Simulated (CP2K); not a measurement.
The O K edge of methanol monohydrate was computed by TDDFT (CP2K XAS_TDP, aug-cc-pVDZ, TDA) at these levels: PBE, PBEh(45%) and PBEh(45%) + GW2X. The first three lines of O2 (bonded to C and H, takes 1 H bond) with a strength over 0.0015, energy in eV and strength:

```tsv
run	first	second	third
1	510.74 (0.002)	511.54 (0.002)	513.00 (0.002)
2	530.33 (0.015)	531.86 (0.025)	532.48 (0.007)
3	535.81 (0.015)	537.34 (0.024)	537.95 (0.007)
```

**Question.** Which run is which?

Run 1: PBE (0 % exact exchange). Run 2: PBEh(45%) (45 % exact exchange). Run 3: PBEh(45%) + GW2X (45 % exact exchange). Self-interaction lifts the core level, so the uncorrected lines rise with the share of exact exchange. The GW2X run keeps the spacings of its parent: 1.53 eV between the first two lines in run 3, 1.53 eV in run 2. Its shift is +5.48 eV, since the Kohn–Sham level at this share of exchange lies that far above the quasiparticle level.

[Banner, clock and machine lines of the logs are left out without a mark of their own.]

[Logs are printed without paths, hosts, clocks, repeated set-up lines and the standing remarks that a program may print on its own settings, such as how far it seeks lower states.]

[Hosts, paths, dates, database ids (printed as entryN), source tags and the programs' standing remarks are cut or masked in the printed files.]
